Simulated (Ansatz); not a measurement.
# Electron scattering at the Σ11 (113) boundary in fcc Ir, starting shift (0.5, 0.5), part 3 of 3

Aim: the relaxed structure and the specific resistance of the Σ11 (113) boundary in fcc Ir, starting shift (0.5, 0.5).

Ansatz 0.2.0; Ansatz plane-wave DFT, PBE, PAW files; relaxation of a bicrystal slab with its lowest layers held; PAW set soft_1 (the session's first sound run).

So far. Step 3 (Transmission across the boundary): Over the solved energies the transmission per spin lies between 1.98 and 2.19, out of 3.28 channels of the lead on average (up to 3.34). Step 4 (Specific resistance): Averaged over the energies near the Fermi level, 63.7 % of the channels pass, which makes 0.274 fΩ m².

## (5) Single-crystal slab for reference

The free faces cost energy too. A single-crystal slab with the same faces and held layers is relaxed, so that they cancel.

This step: Ansatz plane-wave DFT, PBE, PAW files; relaxation of a single-crystal slab with its lowest layers held; PAW set soft_1 (Ansatz 0.2.0).

System of this step: Ir slab, plane (1, 1, 3). The cell holds 17 atoms: 17 Ir. Its edges and angles: a = 2.715 Å, b = 4.702 Å, c = 29.522 Å, α = 90.0°, β = 90.0°, γ = 73.2°. It derives from Ir. Vacuum lies along c.

File input.yaml:

```yaml
crystal:
  lattice:
    - [2.7148657757, 0.0, 0.0]
    - [1.3574328878, 4.5020955671, 0.0]
    - [0.0, 0.0, 29.5219625024]
  atoms:
    - { symbol: Ir, position: [0.3636363634, 0.2727272729, 0.1693654343] }
    - { symbol: Ir, position: [0.0909090907, 0.8181818183, 0.2085776871] }
    - { symbol: Ir, position: [0.818181818, 0.3636363638, 0.2477899399] }
    - { symbol: Ir, position: [0.5454545453, 0.9090909092, 0.2870021926] }
    - { symbol: Ir, position: [0.2727272725, 0.4545454547, 0.3262144454] }
    - { symbol: Ir, position: [0.9999999998, 1.0e-10, 0.3654266982] }
    - { symbol: Ir, position: [0.7272727271, 0.5454545456, 0.404638951] }
    - { symbol: Ir, position: [0.4545454544, 0.090909091, 0.4438512038] }
    - { symbol: Ir, position: [0.1818181817, 0.6363636364, 0.4830634566] }
    - { symbol: Ir, position: [0.909090909, 0.1818181819, 0.5222757094] }
    - { symbol: Ir, position: [0.6363636363, 0.7272727273, 0.5614879621] }
    - { symbol: Ir, position: [0.3636363636, 0.2727272728, 0.6007002149] }
    - { symbol: Ir, position: [0.0909090908, 0.8181818182, 0.6399124677] }
    - { symbol: Ir, position: [0.8181818181, 0.3636363637, 0.6791247205] }
    - { symbol: Ir, position: [0.5454545454, 0.9090909091, 0.7183369733] }
    - { symbol: Ir, position: [0.2727272727, 0.4545454546, 0.7575492261] }
    - { symbol: Ir, position: [0.0, 0.0, 0.7967614789] }
kpoints:
  mp_grid: { grid: [9, 9, 1] }
hamiltonian:
  xc: pbe
  pseudopotentials: { kind: paw, azcp: { folder: soft_1 } }
scf:
  occupations: { method: fermi_dirac, width: 0.1 }
relax:
  f_tol: 0.03
  max_steps: 80
  constraints: [{ sites: [0, 1, 2] }]
```

On the command line:

```bash
$ ansatz run input.yaml --threads 8 --pin off --max-ram 15360MiB --backend cpu --events-out ev --progress --plain --runs-dir out
```

Numbers of over 12 decimals in the logs are rounded to 6 here.

The log of the run:

```text
Warning: crystal.symmetry: narrowed to the stabiliser of the relax constraints — unitary ops 4 → 2; lowered at sites 0, 1, 2, 14, 15, 16 (the operations that carried what is held of a site onto what its image site leaves free; the constrained walk keeps no symmetry that its constraints do not admit)
[...]
Crystal: 17 atoms, lattice volume = 360.835 Å³
Basis set: ecut = 420 eV, 7105 PW (Γ), exchange–correlation on 40×64×400 points (8 copies of the dense FFT grid, shifted against one another)
Bands: 174, of which v1, the nominal top of the filled ones, is band 145 counted from 1 (144 counted from 0)
Symmetry: 2 space group operations
k-points: 25 of 81 (time reversal used)
[...]
SCF iter   9: F=-202921.768819 eV  HF=-202921.768831 eV  |F-HF|=1.13e-5  |Δ(HF+E_count)|=   4.10e-6  Δρ=3.74e-5  dr2=1.31e-5  ethr=7.79e-9  ⟨swp⟩=5.0  Hψ=15553  notcnv=0
SCF 1 converged in 9 iterations: F = -202921.768819 eV  dr2 = 1.31e-5
[...]
relax step   1: F+E_penalty+E_count = -202921.76881939 eV  Δ(F+E_penalty+E_count) = +0.000e0 eV  max|allowed force component| = 1.104e0 eV/Å  Δτ_max = 0.0000 Å  (9 SCF iters, dr2 threshold 2.25e-5 eV, accepted)
[...]
SCF iter   6: F=-202921.830034 eV  HF=-202921.830045 eV  |F-HF|=1.12e-5  |Δ(HF+E_count)|=   1.49e-5  Δρ=5.96e-5  dr2=2.15e-5  ethr=2.64e-8  ⟨swp⟩=3.0  Hψ=17915  notcnv=0
SCF 2 converged in 6 iterations: F = -202921.830034 eV  dr2 = 2.15e-5
[...]
relax step   2: F+E_penalty+E_count = -202921.83003358 eV  Δ(F+E_penalty+E_count) = -6.121e-2 eV  max|allowed force component| = 1.446e0 eV/Å  Δτ_max = 0.1924 Å  (6 SCF iters, dr2 threshold 7.62e-5 eV, accepted)
SCF iter   1: F=—  HF=-202921.952574 eV  |F-HF|=—  |Δ(HF+E_count)|=         —  Δρ=8.59e-3  dr2=1.68e0  ethr=5.95e-4  ⟨swp⟩=5.0  Hψ=10788  notcnv=0  defer=117
[...]
SCF iter   6: F=-202921.922065 eV  HF=-202921.922076 eV  |F-HF|=1.11e-5  |Δ(HF+E_count)|=   4.17e-6  Δρ=3.69e-5  dr2=1.42e-5  ethr=3.46e-8  ⟨swp⟩=3.0  Hψ=16926  notcnv=0
SCF 3 converged in 6 iterations: F = -202921.922065 eV  dr2 = 1.42e-5
relax step   3: F+E_penalty+E_count = -202921.92206534 eV  Δ(F+E_penalty+E_count) = -9.203e-2 eV  max|allowed force component| = 3.448e-1 eV/Å  Δτ_max = 0.1361 Å  (6 SCF iters, dr2 threshold 1.00e-4 eV, accepted)
[...]
relax step   4: F+E_penalty+E_count = -202921.92762902 eV  Δ(F+E_penalty+E_count) = -5.564e-3 eV  max|allowed force component| = 6.846e-2 eV/Å  Δτ_max = 0.0330 Å  (5 SCF iters, dr2 threshold 7.43e-6 eV, accepted)
SCF iter   1: F=—  HF=-202921.928577 eV  |F-HF|=—  |Δ(HF+E_count)|=         —  Δρ=4.98e-4  dr2=1.35e-3  ethr=2.46e-6  ⟨swp⟩=3.0  Hψ=8677  notcnv=0  defer=117
[...]
SCF iter   6: F=-202921.928326 eV  HF=-202921.928326 eV  |F-HF|=3.14e-8  |Δ(HF+E_count)|=   1.06e-8  Δρ=2.31e-6  dr2=4.92e-8  ethr=3.46e-11  ⟨swp⟩=5.0  Hψ=15591  notcnv=0
SCF 5 converged in 6 iterations: F = -202921.928326 eV  dr2 = 4.92e-8
relax step   5: F+E_penalty+E_count = -202921.92832626 eV  Δ(F+E_penalty+E_count) = -6.972e-4 eV  max|allowed force component| = 1.416e-2 eV/Å  Δτ_max = 0.0087 Å  (6 SCF iters, accepted)
SCF converged after 6 iterations
Free energy (F): -202921.928326 eV
[...]
Internal energy: -202921.326461 eV  (E = F + TS)
E sigma→0 (E₀):  -202921.627394 eV
Entropy (-TS):   -0.601865 eV (-35.404 meV/atom)
Fermi energy:    15.380121 eV
[...]
--- Forces (eV/Å), atoms counted from 1 ---
  atom   1  Ir     0.00000000    -0.21897150     1.14598309
  atom   2  Ir    -0.00000000     0.09695705    -0.66551626
  atom   3  Ir    -0.00000000     0.11854324    -0.47828639
  atom   4  Ir    -0.00000000     0.00222385    -0.01219558
  atom   5  Ir    -0.00000000     0.00009145    -0.00196937
  atom   6  Ir    -0.00000000     0.00021236     0.00223626
  atom   7  Ir    -0.00000000     0.00165319    -0.00005109
  atom   8  Ir     0.00000000    -0.00068138     0.00802010
  atom   9  Ir     0.00000000    -0.00034782     0.00529739
  atom  10  Ir    -0.00000000     0.00394192    -0.00549697
  atom  11  Ir    -0.00000000     0.00342409    -0.00128941
  atom  12  Ir    -0.00000000     0.00021502    -0.00041234
  atom  13  Ir     0.00000000    -0.01077690    -0.00573533
  atom  14  Ir     0.00000000    -0.01329368     0.00420409
  atom  15  Ir    -0.00000000     0.00922274     0.01416063
  atom  16  Ir    -0.00000000     0.01056384     0.00131388
  atom  17  Ir     0.00000000    -0.00295418    -0.01030901
  max |Σ_I F_I| component: 4.63e-5 eV/Å
--- Relaxed structure (5 steps of the walk, 5 accepted, 0 SCFs on fresh bases) ---
  F+E_penalty+E_count = -202921.92832626 eV   max|allowed force component| = 1.416e-2 eV/Å
  atoms:
    - { symbol: Ir, position: [0.363636, 0.272727, 0.169365] }
    - { symbol: Ir, position: [0.090909, 0.818182, 0.208578] }
    - { symbol: Ir, position: [0.818182, 0.363636, 0.247790] }
    - { symbol: Ir, position: [0.546033, 0.907934, 0.287694] }
    - { symbol: Ir, position: [0.274298, 0.451404, 0.326709] }
    - { symbol: Ir, position: [1.002387, -0.00477492, 0.366511] }
    - { symbol: Ir, position: [0.730156, 0.539688, 0.406558] }
    - { symbol: Ir, position: [0.457475, 0.085051, 0.446088] }
    - { symbol: Ir, position: [0.185006, 0.629988, 0.485804] }
    - { symbol: Ir, position: [0.912435, 0.175129, 0.525896] }
    - { symbol: Ir, position: [0.640052, 0.719897, 0.565097] }
    - { symbol: Ir, position: [0.367619, 0.264761, 0.605432] }
    - { symbol: Ir, position: [0.095379, 0.809242, 0.644946] }
    - { symbol: Ir, position: [0.823106, 0.353789, 0.684537] }
    - { symbol: Ir, position: [0.553228, 0.893543, 0.722954] }
    - { symbol: Ir, position: [0.275108, 0.449785, 0.766610] }
    - { symbol: Ir, position: [0.00064218, -0.00128436, 0.798056] }
```

The job ended after 2.2 min (8 threads of Arm Neoverse V1, shared host; peak memory 2.9 GiB).

Relaxation path:

```csv
step,energy less that of the first step (eV),largest force component (eV/Å)
1,0.0000,1.1043
2,-0.0612,1.4464
3,-0.1532,0.3448
4,-0.1588,0.0685
5,-0.1595,0.0142
```

The atoms that moved most (Å):

```csv
atom,dx,dy,dz,length
Ir16,0.000,-0.021,0.267,0.268
Ir14,0.000,-0.044,0.160,0.166
Ir13,0.000,-0.040,0.149,0.154
Ir15,0.000,-0.070,0.136,0.153
Ir12,0.000,-0.036,0.140,0.144
Ir11,0.000,-0.033,0.107,0.112
Ir10,0.000,-0.030,0.107,0.111
Ir9,0.000,-0.029,0.081,0.086
```

Final coordinates:

```xyz
17
Lattice="2.7149 0.0000 0.0000 1.3574 4.5021 0.0000 0.0000 0.0000 29.5220" Properties=species:S:1:pos:R:3
Ir    1.3574    1.2278    5.0000
Ir    1.3574    3.6835    6.1576
Ir    2.7149    1.6371    7.3152
Ir    2.7149    4.0876    8.4933
Ir    1.3574    2.0323    9.6451
Ir    2.7149   -0.0215   10.8201
Ir    2.7149    2.4297   12.0024
Ir    1.3574    0.3829   13.1694
Ir    1.3574    2.8363   14.3419
Ir    2.7149    0.7884   15.5255
Ir    2.7149    3.2410   16.6828
Ir    1.3574    1.1920   17.8735
Ir    1.3574    3.6433   19.0401
Ir    2.7149    1.5928   20.2089
Ir    2.7149    4.0228   21.3430
Ir    1.3574    2.0250   22.6318
Ir    0.0000   -0.0058   23.5602
```

Numbers from this step:

```
free energy             : -202921.9283 eV
energy at zero smearing : -202921.6274 eV
Fermi energy            : 15.38 eV
```

The largest force component on a free atom ends at 0.014 eV/Å, under the tolerance of 0.03, after 5 steps.

## (6) Bulk reference

The perfect crystal gives the energy per atom, for the atoms by which bicrystal and slab differ.

This step: Ansatz plane-wave DFT, PBE, PAW files; bulk reference; PAW set soft_1 (Ansatz 0.2.0).

System of this step: Ir. The structure is cubic, space group Fm-3m (No. 225). Conventional cell: a = 3.839 Å, b = 3.839 Å, c = 3.839 Å, α = 90.00°, β = 90.00°, γ = 90.00°. Ir has 12 Ir at 2.71 Å nearest.

input.yaml, the sections that differ from step 5:

```yaml
crystal:
  lattice:
    - [0.0, 1.9197, 1.9197]
    - [1.9197, 0.0, 1.9197]
    - [1.9197, 1.9197, 0.0]
  atoms:
    - { symbol: Ir, position: [0.0, 0.0, 0.0] }
kpoints:
  mp_grid: { grid: [19, 19, 19] }
# hamiltonian, scf: as in step 5
# relax: removed
```

The log of the run:

```text
[...]
Crystal: 1 atoms, lattice volume = 14.149 Å³
Basis set: ecut = 420 eV, 283 PW (Γ)
Bands: 13, of which v1, the nominal top of the filled ones, is band 9 counted from 1 (8 counted from 0)
Symmetry: 48 space group operations
[...]
k-points: 220 of 6859
[...]
SCF iter   1: F=—  HF=-11936.912931 eV  |F-HF|=—  |Δ(HF+E_count)|=         —  Δρ=4.86e-2  dr2=2.40e-1  ethr=3.10e-3  ⟨swp⟩=5.0  Hψ=14666  notcnv=0
[...]
SCF iter   6: F=-11936.835594 eV  HF=-11936.835594 eV  |F-HF|=7.46e-11  |Δ(HF+E_count)|=   2.50e-8  Δρ=2.12e-6  dr2=1.81e-10  ethr=5.79e-10  ⟨swp⟩=1.0  Hψ=8321  notcnv=0
SCF 1 converged in 6 iterations: F = -11936.835594 eV  dr2 = 1.81e-10
[...]
SCF converged after 6 iterations
Free energy (F): -11936.835594 eV
[...]
Internal energy: -11936.800931 eV  (E = F + TS)
E sigma→0 (E₀):  -11936.818263 eV
Entropy (-TS):   -0.034663 eV (-34.663 meV/atom)
Fermi energy:    25.781889 eV
[...]
```

Wall time 0.43 s (8 threads); peak memory 0.29 GiB.

This step gave:

| Item | Value |
| --- | --- |
| free energy | -11936.8356 eV |
| energy at zero smearing | -11936.8183 eV |
| Fermi energy | 25.78 eV |

## (7) Boundary energy

This step: Ansatz plane-wave DFT, PBE, PAW files; bicrystal less single-crystal slab less bulk atoms, a boundary area; PAW set soft_1 (Ansatz 0.2.0).

This step gave:

- excess energy of the cell: 0.4778 eV
- boundary energy: 0.6263 J/m²

The boundary costs 0.63 J/m².

By hand: 0.478 eV / 12.22 Å² × 16.02 = 0.626 J/m².

## (8) Outcome

- specific resistance of the boundary: 0.274 fΩ m²
- share of channels that pass: 0.637
- boundary energy: 0.626 J/m²

What this shows: The boundary has a specific resistance of 0.27 fΩ m² and an energy of 0.63 J/m². The boundary reflects 36 % of the channels; 0.27 fΩ m² is 2.7×10⁻¹² Ω·cm². In the relaxation the upper grain slid sideways by about 0.7 Å, so the result belongs to the position that it found, not to the starting one. One starting structure was relaxed; another shift or atom count at the boundary may lie lower. Spin-orbit coupling is left out, which matters for Ir.

[Logs are printed without paths, hosts, clocks, repeated set-up lines and the standing remarks that a program may print on its own settings, such as how far it seeks lower states.]

[Hosts, paths, dates, database ids (printed as entryN), source tags and the programs' standing remarks are cut or masked in the printed files.]
